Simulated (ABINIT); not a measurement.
# In2S (Fm-3m): zone-centre phonons

Which modes does In2S (Fm-3m) have at the zone centre?

Calculated with ABINIT 10.8.3; DFT LDA, scalar-relativistic, plane waves, HGH norm-conserving pseudopotentials.

The structure was built from a prototype and need not be the compound's stable phase.

### 1. Set-up

The structure is cubic, space group Fm-3m (No. 225). Conventional cell: a = 6.961 Å, b = 6.961 Å, c = 6.961 Å, α = 90.00°, β = 90.00°, γ = 90.00°. Nearest to S lie 8 In at 3.01 Å. Nearest to In lie 4 S at 3.01 Å. Farther neighbours and most contacts between anions are not listed.

### 2. A first look

A first run with smearing and empty bands tells whether the crystal has a gap, which decides between fixed occupations and smearing later on.

The input, probe.abi:

```
# ground state
tolvrs 1.0d-08
prtden 1
prtwf 1

# basis, mesh and filling
ecut 24.0
ixc 7
ngkpt 4 4 4
nshiftk 1
shiftk 0.0 0.0 0.0
istwfk *1
occopt 7
tsmear 0.005
nband 12
nstep 100
diemac 9.0
prtebands 0
prtgsr 0

# cell and atoms
acell 9.302168483 9.302168483 9.302168483
rprim 
    0.0 0.7071067812 0.7071067812
    0.7071067812 0.0 0.7071067812
    0.7071067812 0.7071067812 0.0
ntypat 2
znucl 16 49
natom 3
typat 1 2 2
xred 
    0.0 0.0 0.0
    0.25 0.25 0.25
    0.75 0.75 0.75
pp_dirpath "./pseudo"
pseudos "S.hgh, In.hgh"
```

Run with:

```sh
> OMP_NUM_THREADS=1 mpirun -n 2 abinit probe.abi > probe.log
```

Numbers of over 12 decimals in the logs are rounded to 6 here.

probe.abo, the main output file:

```text
[banners, grids, parts of the stress and lines that vanish by symmetry left out]
- input  file    -> probe.abi
- output file    -> probe.abo
- root for input  files -> probei
[...]
Symmetries : space group Fm -3 m (#225); Bravais cF (face-center cubic)
[...]
mpw =        3250          nfft =       91125          nkpt =           8
[...]
== DATASET  1 ==================================================================
[...]
cutoff_energies: {ecut:  24.0, pawecutdg:  -1.0, }
[...]
Exchange-correlation functional for the present dataset will be:
  LDA: Perdew-Wang 92 LSD fit to Ceperley-Alder data - ixc=7
[...]
ETOT  1  -14.283133058078    -1.428E+01 9.095E-03 3.814E+02
 ETOT  2  -14.298161807381    -1.503E-02 1.538E-03 2.530E+02
 ETOT  3  -14.344429634418    -4.627E-02 1.294E-03 6.912E+00
 ETOT  4  -14.345245166044    -8.155E-04 7.473E-04 1.807E-01
 ETOT  5  -14.345263812284    -1.865E-05 5.669E-05 2.042E-02
 ETOT  6  -14.345266579927    -2.768E-06 3.392E-05 1.767E-04
 ETOT  7  -14.345266613901    -3.397E-08 1.918E-06 6.305E-06
 ETOT  8  -14.345266614987    -1.086E-09 1.451E-06 1.380E-08
 ETOT  9  -14.345266614990    -3.128E-12 1.547E-07 1.260E-10
 At SCF step    9       vres2   =  1.26E-10 < tolvrs=  1.00E-08 =>converged.
[...]
sigma(1 1)=  3.85082947E-05  sigma(3 2)=  0.00000000E+00
  sigma(2 2)=  3.85082947E-05  sigma(3 1)=  0.00000000E+00
  sigma(3 3)=  3.85082947E-05  sigma(2 1)=  0.00000000E+00
[...]
convergence: {deltae: -3.128E-12, res2:  1.260E-10, residm:  1.547E-07, diffor: null, }
etotal    :  -1.43452666E+01
[...]
sigma(1 1)=  3.85082947E-05  sigma(3 2)=  0.00000000E+00
  sigma(2 2)=  3.85082947E-05  sigma(3 1)=  0.00000000E+00
  sigma(3 3)=  3.85082947E-05  sigma(2 1)=  0.00000000E+00
[...]
- sigma(1 1)=  1.13295315E+00  sigma(3 2)=  0.00000000E+00
- sigma(2 2)=  1.13295315E+00  sigma(3 1)=  0.00000000E+00
- sigma(3 3)=  1.13295315E+00  sigma(2 1)=  0.00000000E+00
[...]
fcart     -0.0000000000E+00 -0.0000000000E+00 -0.0000000000E+00
           strten      3.8508294749E-05  3.8508294749E-05  3.8508294749E-05
================================================================================

[key lines of the parts left out:]
pressure_GPa:  -1.1330E+00
```

It took 16 s on 2 MPI ranks of AMD EPYC (Zen 3), shared host.

Numbers from this step:

- volume per atom: 28.11 Å³
- pressure: -1.133 GPa
- gap on the k-mesh: 0 eV

No gap opens on this mesh, so smearing is kept; the printed pressure holds the stress of the finite basis too.

### 3. Rough relaxation

The typed start is rough, so a first relaxation with smearing and loose thresholds takes it towards rest cheaply.

The input, prerelax.abi:

```
# relaxation
ionmov 2
optcell 2
dilatmx 1.15
chkdilatmx 0
ntime 40
tolmxf 3.0d-04
tolvrs 1.0d-10
prtwf 0
prtden 0
chksymtnons 0

# basis, mesh and filling
ecut 25.0
ecutsm 3.0
ixc 7
ngkpt 4 4 4
nshiftk 1
shiftk 0.0 0.0 0.0
istwfk *1
occopt 7
tsmear 0.005
nband 12
nstep 100
diemac 1000000.0
prtebands 0
prtgsr 0

# cell and atoms
acell 9.302168483 9.302168483 9.302168483
rprim 
    0.0 0.7071067812 0.7071067812
    0.7071067812 0.0 0.7071067812
    0.7071067812 0.7071067812 0.0
ntypat 2
znucl 16 49
natom 3
typat 1 2 2
xred 
    0.0 0.0 0.0
    0.25 0.25 0.25
    0.75 0.75 0.75
pp_dirpath "./pseudo"
pseudos "S.hgh, In.hgh"
```

Run with:

```sh
> OMP_NUM_THREADS=1 mpirun -n 2 abinit prerelax.abi > prerelax.log
```

prerelax.abo, the main output file:

```text
[banners, grids, parts of the stress and lines that vanish by symmetry left out]
- input  file    -> prerelax.abi
- output file    -> prerelax.abo
- root for input  files -> prerelaxi
[...]
Symmetries : space group Fm -3 m (#225); Bravais cF (face-center cubic)
[...]
mpw =        5190          nfft =      125000          nkpt =           8
[...]
== DATASET  1 ==================================================================
[...]
cutoff_energies: {ecut:  25.0, pawecutdg:  -1.0, }
[...]
Exchange-correlation functional for the present dataset will be:
  LDA: Perdew-Wang 92 LSD fit to Ceperley-Alder data - ixc=7
[...]
ETOT  1  -14.282819557656    -1.428E+01 1.020E-02 5.202E+02
 ETOT  2  -14.316086064961    -3.327E-02 3.983E-03 2.125E+02
 ETOT  3  -14.344353949271    -2.827E-02 4.108E-04 1.035E+01
 ETOT  4  -14.345132088550    -7.781E-04 3.429E-04 4.450E-01
[...]
ETOT  7  -14.345420868230     1.403E-13 1.472E-13 1.428E-11
 At SCF step    7       vres2   =  1.43E-11 < tolvrs=  1.00E-10 =>converged.
[...]
sigma(1 1)=  2.04036808E-07  sigma(3 2)=  0.00000000E+00
  sigma(2 2)=  2.04036808E-07  sigma(3 1)=  0.00000000E+00
  sigma(3 3)=  2.04036808E-07  sigma(2 1)=  0.00000000E+00
[...]
convergence: {deltae:  1.403E-13, res2:  1.428E-11, residm:  1.472E-13, diffor: null, }
etotal    :  -1.43454209E+01
[...]
At Broyd/MD step   4, gradients are converged :
[...]
sigma(1 1)=  2.04036808E-07  sigma(3 2)=  0.00000000E+00
  sigma(2 2)=  2.04036808E-07  sigma(3 1)=  0.00000000E+00
  sigma(3 3)=  2.04036808E-07  sigma(2 1)=  0.00000000E+00
[...]
- sigma(1 1)=  6.00297014E-03  sigma(3 2)=  0.00000000E+00
- sigma(2 2)=  6.00297014E-03  sigma(3 1)=  0.00000000E+00
- sigma(3 3)=  6.00297014E-03  sigma(2 1)=  0.00000000E+00
[...]
fcart     -0.0000000000E+00 -0.0000000000E+00 -0.0000000000E+00
           strten      2.0403680775E-07  2.0403680775E-07  2.0403680775E-07
================================================================================

[key lines of the parts left out:]
pressure_GPa:  -6.0030E-03
Total energy (etotal) [Ha]= -1.43454208682301E+01
```

Wall time 67 s (2 MPI ranks); 2.2 min of CPU time.

Relaxation path:

| step | energy less that of the first step (eV) | largest force (eV/Å) | volume (Å³) |
| --- | --- | --- | --- |
| 1 | 0.0000 | 0.0000 | 84.34 |
| 2 | -0.0013 | 0.0000 | 84.11 |
| 3 | -0.0070 | 0.0000 | 81.73 |
| 4 | -0.0071 | 0.0000 | 81.95 |

| conventional cell, symmetrised | before | after | change |
| --- | --- | --- | --- |
| a (Å) | 6.961 | 6.895 | -1.0 % |
| b (Å) | 6.961 | 6.895 | -1.0 % |
| c (Å) | 6.961 | 6.895 | -1.0 % |
| volume (Å³/atom) | 28.11 | 27.32 | -2.8 % |

The relaxed structure:

```xyz
3
Lattice="0.0000 3.4476 3.4476 3.4476 0.0000 3.4476 3.4476 3.4476 0.0000" Properties=species:S:1:pos:R:3 pbc="T T T"
S     0.0000    0.0000    0.0000
In    1.7238    1.7238    1.7238
In    5.1714    5.1714    5.1714
```

Read from the output:

```
volume per atom : 27.32 Å³
pressure        : -0.006003 GPa
```

The volume changes by -2.8 % in this run and stands -2.8 % from the first cell.

### 4. Relaxation

The harmonic expansion needs vanishing forces, and a free crystal bears no stress, so cell and atoms are brought to rest. Stress is more sensitive to the basis than forces are: the last 3 Ha under the cutoff are smoothed with ecutsm, and the cutoff is raised above that of the later runs.

The input, relax.abi:

```
# relaxation
ionmov 2
optcell 2
dilatmx 1.08
ntime 40
tolmxf 1.0d-05
tolvrs 1.0d-14
prtwf 0
prtden 0
chksymtnons 0

# basis, mesh and filling
ecut 31.0
ecutsm 3.0
ixc 7
ngkpt 6 6 6
nshiftk 1
shiftk 0.0 0.0 0.0
istwfk *1
occopt 7
tsmear 0.01
nband 12
nstep 100
diemac 1000000.0
prtebands 0
prtgsr 0

# cell and atoms
acell 9.213589468 9.213589468 9.213589468
rprim 
    0.0 0.7071067812 0.7071067812
    0.7071067812 0.0 0.7071067812
    0.7071067812 0.7071067812 0.0
ntypat 2
znucl 16 49
natom 3
typat 1 2 2
xred 
    0.0 0.0 0.0
    0.25 0.25 0.25
    0.75 0.75 0.75
pp_dirpath "./pseudo"
pseudos "S.hgh, In.hgh"
```

Run with:

```sh
> OMP_NUM_THREADS=1 mpirun -n 2 abinit relax.abi > relax.log
```

relax.abo, the main output file:

```text
[banners, grids, parts of the stress and lines that vanish by symmetry left out]
- input  file    -> relax.abi
- output file    -> relax.abo
- root for input  files -> relaxi
[...]
Symmetries : space group Fm -3 m (#225); Bravais cF (face-center cubic)
[...]
mpw =        5771          nfft =      125000          nkpt =          16
[...]
== DATASET  1 ==================================================================
[...]
cutoff_energies: {ecut:  31.0, pawecutdg:  -1.0, }
[...]
Exchange-correlation functional for the present dataset will be:
  LDA: Perdew-Wang 92 LSD fit to Ceperley-Alder data - ixc=7
[...]
ETOT  1  -14.290734301338    -1.429E+01 1.917E-02 4.891E+02
 ETOT  2  -14.322284047369    -3.155E-02 3.636E-03 2.061E+02
 ETOT  3  -14.349379124801    -2.710E-02 4.719E-04 1.012E+01
 ETOT  4  -14.350144853797    -7.657E-04 5.715E-05 3.869E-01
 ETOT  5  -14.350162673226    -1.782E-05 1.180E-05 1.812E-02
[...]
At SCF step   11       vres2   =  5.64E-15 < tolvrs=  1.00E-14 =>converged.
[...]
sigma(1 1)=  2.90515496E-05  sigma(3 2)=  0.00000000E+00
  sigma(2 2)=  2.90515496E-05  sigma(3 1)=  0.00000000E+00
  sigma(3 3)=  2.90515496E-05  sigma(2 1)=  0.00000000E+00
[...]
convergence: {deltae: -2.700E-13, res2:  5.638E-15, residm:  8.570E-07, diffor: null, }
etotal    :  -1.43501641E+01
[...]
ETOT  1  -14.350158137382    -1.435E+01 2.836E-06 4.026E-01
[...]
At SCF step    9       vres2   =  3.21E-15 < tolvrs=  1.00E-14 =>converged.
[...]
sigma(1 1)=  2.63458867E-05  sigma(3 2)=  0.00000000E+00
  sigma(2 2)=  2.63458867E-05  sigma(3 1)=  0.00000000E+00
  sigma(3 3)=  2.63458867E-05  sigma(2 1)=  0.00000000E+00
[...]
convergence: {deltae: -8.278E-13, res2:  3.212E-15, residm:  7.023E-09, diffor: null, }
etotal    :  -1.43502041E+01
[...]
ETOT  1  -14.346578449105    -1.435E+01 2.981E-02 3.406E+01
[...]
At SCF step   10       vres2   =  1.31E-15 < tolvrs=  1.00E-14 =>converged.
[...]
sigma(1 1)= -9.22083742E-07  sigma(3 2)=  0.00000000E+00
  sigma(2 2)= -9.22083742E-07  sigma(3 1)=  0.00000000E+00
  sigma(3 3)= -9.22083742E-07  sigma(2 1)=  0.00000000E+00
[...]
convergence: {deltae: -4.956E-13, res2:  1.309E-15, residm:  5.854E-11, diffor: null, }
etotal    :  -1.43503803E+01
[...]
ETOT  1  -14.350376182718    -1.435E+01 1.143E-08 3.867E-02
[...]
ETOT  8  -14.350380526345     2.505E-13 1.736E-12 2.857E-14
 ETOT  9  -14.350380526344     4.547E-13 9.719E-12 2.211E-16
 At SCF step    9       vres2   =  2.21E-16 < tolvrs=  1.00E-14 =>converged.
[...]
sigma(1 1)=  2.50088968E-08  sigma(3 2)=  0.00000000E+00
  sigma(2 2)=  2.50088968E-08  sigma(3 1)=  0.00000000E+00
  sigma(3 3)=  2.50088968E-08  sigma(2 1)=  0.00000000E+00
[...]
convergence: {deltae:  4.547E-13, res2:  2.211E-16, residm:  9.719E-12, diffor: null, }
etotal    :  -1.43503805E+01
[...]
At Broyd/MD step   4, gradients are converged :
[...]
sigma(1 1)=  2.50088968E-08  sigma(3 2)=  0.00000000E+00
  sigma(2 2)=  2.50088968E-08  sigma(3 1)=  0.00000000E+00
  sigma(3 3)=  2.50088968E-08  sigma(2 1)=  0.00000000E+00
[...]
- sigma(1 1)=  7.35787146E-04  sigma(3 2)=  0.00000000E+00
- sigma(2 2)=  7.35787146E-04  sigma(3 1)=  0.00000000E+00
- sigma(3 3)=  7.35787146E-04  sigma(2 1)=  0.00000000E+00
[...]
fcart     -0.0000000000E+00 -0.0000000000E+00 -0.0000000000E+00
           strten      2.5008896772E-08  2.5008896772E-08  2.5008896771E-08
================================================================================

[key lines of the parts left out:]
pressure_GPa:  -7.3579E-04
Total energy (etotal) [Ha]= -1.43503805263441E+01
```

Wall time 2.7 min (2 MPI ranks); 5.3 min of CPU time.

The steps of the relaxation:

| step | energy less that of the first step (eV) | largest force (eV/Å) | volume (Å³) |
| --- | --- | --- | --- |
| 1 | 0.0000 | 0.0000 | 81.95 |
| 2 | -0.0011 | 0.0000 | 81.74 |
| 3 | -0.0059 | 0.0000 | 79.73 |
| 4 | -0.0059 | 0.0000 | 79.80 |

| conventional cell, symmetrised | before | after | change |
| --- | --- | --- | --- |
| a (Å) | 6.895 | 6.834 | -0.9 % |
| b (Å) | 6.895 | 6.834 | -0.9 % |
| c (Å) | 6.895 | 6.834 | -0.9 % |
| volume (Å³/atom) | 27.32 | 26.60 | -2.6 % |

The relaxed structure:

```xyz
3
Lattice="0.0000 3.4171 3.4171 3.4171 0.0000 3.4171 3.4171 3.4171 0.0000" Properties=species:S:1:pos:R:3 pbc="T T T"
S     0.0000    0.0000    0.0000
In    1.7085    1.7085    1.7085
In    5.1256    5.1256    5.1256
```

Numbers from this step:

```
volume per atom : 26.60 Å³
pressure        : -7.36e-4 GPa
```

The volume changes by -2.6 % in this run and stands -5.4 % from the first cell.

### 5. Self-consistent run for the response

First-order wavefunctions inherit every error of the ground state, hence the very tight tolvrs. Smearing stays on, as the first look found no gap above 0.3 eV.

The input, gs.abi:

```
# ground state
tolvrs 1.0d-16
prtden 1
prtwf 1

# basis, mesh and filling
ecut 24.0
ixc 7
ngkpt 6 6 6
nshiftk 1
shiftk 0.0 0.0 0.0
istwfk *1
occopt 7
tsmear 0.01
nband 12
nstep 100
diemac 1000000.0
prtebands 0
prtgsr 0

# cell and atoms
acell 9.132017549 9.132017549 9.132017549
rprim 
    0.0 0.7071067812 0.7071067812
    0.7071067812 0.0 0.7071067812
    0.7071067812 0.7071067812 0.0
ntypat 2
znucl 16 49
natom 3
typat 1 2 2
xred 
    0.0 0.0 0.0
    0.25 0.25 0.25
    0.75 0.75 0.75
pp_dirpath "./pseudo"
pseudos "S.hgh, In.hgh"
```

Run with:

```sh
> OMP_NUM_THREADS=1 mpirun -n 2 abinit gs.abi > gs.log
```

gs.abo, the main output file:

```text
[banners, grids, parts of the stress and lines that vanish by symmetry left out]
- input  file    -> gs.abi
- output file    -> gs.abo
- root for input  files -> gsi
[...]
Symmetries : space group Fm -3 m (#225); Bravais cF (face-center cubic)
[...]
mpw =        3044          nfft =       91125          nkpt =          16
[...]
== DATASET  1 ==================================================================
[...]
cutoff_energies: {ecut:  24.0, pawecutdg:  -1.0, }
[...]
Exchange-correlation functional for the present dataset will be:
  LDA: Perdew-Wang 92 LSD fit to Ceperley-Alder data - ixc=7
[...]
ETOT  1  -14.293267912054    -1.429E+01 1.701E-02 3.429E+02
 ETOT  2  -14.325003823769    -3.174E-02 6.499E-04 1.340E+02
 ETOT  3  -14.348677708607    -2.367E-02 4.764E-04 7.203E+00
 ETOT  4  -14.349421144709    -7.434E-04 2.950E-05 2.555E-01
 ETOT  5  -14.349437505315    -1.636E-05 1.164E-05 1.074E-02
[...]
ETOT 11  -14.349438628126    -8.136E-13 3.436E-06 2.995E-15
 ETOT 12  -14.349438628126     3.926E-13 2.463E-06 4.044E-18
 At SCF step   12       vres2   =  4.04E-18 < tolvrs=  1.00E-16 =>converged.
[...]
sigma(1 1)=  7.88550296E-06  sigma(3 2)=  0.00000000E+00
  sigma(2 2)=  7.88550296E-06  sigma(3 1)=  0.00000000E+00
  sigma(3 3)=  7.88550296E-06  sigma(2 1)=  0.00000000E+00
[...]
convergence: {deltae:  3.926E-13, res2:  4.044E-18, residm:  2.463E-06, diffor: null, }
etotal    :  -1.43494386E+01
[...]
sigma(1 1)=  7.88550296E-06  sigma(3 2)=  0.00000000E+00
  sigma(2 2)=  7.88550296E-06  sigma(3 1)=  0.00000000E+00
  sigma(3 3)=  7.88550296E-06  sigma(2 1)=  0.00000000E+00
[...]
- sigma(1 1)=  2.31999507E-01  sigma(3 2)=  0.00000000E+00
- sigma(2 2)=  2.31999507E-01  sigma(3 1)=  0.00000000E+00
- sigma(3 3)=  2.31999507E-01  sigma(2 1)=  0.00000000E+00
[...]
fcart     -0.0000000000E+00 -0.0000000000E+00 -0.0000000000E+00
           strten      7.8855029639E-06  7.8855029639E-06  7.8855029639E-06
================================================================================

[key lines of the parts left out:]
pressure_GPa:  -2.3200E-01
```

Run time: 36 s. Hardware: 2 MPI ranks; 66 s of CPU time.

This step gave:

```yaml
pressure: -0.2320 GPa
```

The cell stands at -0.23 GPa: the relaxation ran with a smoothed and higher cutoff, and the difference is a stress of the finite basis.

[end of part 1 of 3]

[Host names and launcher messages were left out of these logs when they were recorded.]

[Logs are printed without paths, hosts, clocks, repeated set-up lines and the standing remarks that a program may print on its own settings, such as how far it seeks lower states.]

[Hosts, paths, dates, database ids (printed as entryN), source tags and the programs' standing remarks are cut or masked in the printed files.]
